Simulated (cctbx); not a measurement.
**Reading a Patterson map**

Space group Imma (no. 74), a = 6.1780 Å, b = 6.2700 Å, c = 8.8900 Å, α = 90.00°, β = 90.00°, γ = 90.00°, content In4 Ti4 Mg4 O16.

The data are simulated with cctbx, not measured: Mo Kα, λ = 0.71073 Å, to d = 0.7 Å, 95 % of the full sphere, strongest reflection 40000 counts, noise from counting, a 3 % proportional error and a noise floor of 15 counts (s.d.); no absorption, some extinction.

Patterson synthesis from sharpened amplitudes, origin scaled to 1000:

```text
Patterson group I m m m
      u       v       w   height  length (A)
  0.000   0.000   0.000   1000.0     0.00
  0.000   0.500   0.000    828.6     3.13
  0.250   0.250   0.250    313.7     3.13
  0.000   0.249   0.374    165.0     3.67
  0.000   0.500   0.247    155.5     3.83
  0.226   0.240   0.000    154.0     2.05
  0.000   0.000   0.244    141.6     2.17
  0.000   0.500   0.500    118.3     5.44
  0.264   0.000   0.376     59.9     3.72
  0.092   0.138   0.000     42.9     1.03
  0.113   0.379   0.000     42.6     2.48
  0.077   0.000   0.095     42.1     0.97
  0.132   0.250   0.188     38.7     2.43
  0.139   0.083   0.000     38.0     1.00
```

Q: Assign the vectors.

A peak at u stands for all pairs with xi − xj = u, with weight Σ ZiZj against Σ Z² = 13140 at the origin. Peak heights follow these weights only roughly, since form factors, motion and series ripples differ, all vectors within 0.55 Å of a peak are counted as merged into it though the farther ones add only part of their weight, and F(000) is left out, which lowers the whole map:

| u | v | w | shortest length (Å) | height | 1000 ΣZiZj/ΣZ² | pairs in the cell |
| --- | --- | --- | --- | --- | --- | --- |
| 0.000 | 0.500 | 0.000 | 3.13 | 829 | 809 | 4 × In–In, 16 × O–O |
| 0.250 | 0.250 | 0.250 | 3.13 | 314 | 406 | 4 × In–Ti, 16 × O–O |
| 0.000 | 0.249 | 0.374 | 3.64 | 165 | 208 | 4 × In–Mg, 4 × Mg–O |
| 0.000 | 0.500 | 0.247 | 3.82 | 156 | 368 | 8 × In–O, 8 × Ti–O, 2 × Mg–Mg |
| 0.226 | 0.240 | 0.000 | 2.05 | 154 | 346 | 8 × In–O, 8 × Ti–O |
| 0.000 | 0.000 | 0.244 | 2.17 | 142 | 346 | 8 × In–O, 8 × Ti–O |
| 0.000 | 0.500 | 0.500 | 3.09 | 118 | 225 | 4 × Ti–Ti, 16 × O–O |
| 0.264 | 0.000 | 0.376 | 3.63 | 60 | 110 | 4 × Ti–Mg, 4 × Mg–O |

The table stops at ten peaks or at a height of 45, below which ripples compete. In the model behind the data In, the heaviest element, has 1 independent site: (0, 1/2, 0), up to an allowed shift of origin; the In–In vectors are differences of these positions and their symmetry mates. The whole model:

```csv
atom,mult.,x,y,z,Ueq (Å²)
In1,4,0,1/2,0,0.0039
Ti1,4,1/4,1/4,3/4,0.0040
Mg1,4,1/2,3/4,0.8751,0.0054
O1,8,1/2,0.9694,0.2616,0.0053
O2,8,0.7779,3/4,0.0088,0.0058
```

The model was made for the exercise: a known structure type with other elements put in, its volume estimated, not relaxed; displacement parameters are assumed.

[Logs are printed without paths, hosts, clocks, repeated set-up lines and the standing remarks that a program may print on its own settings, such as how far it seeks lower states.]
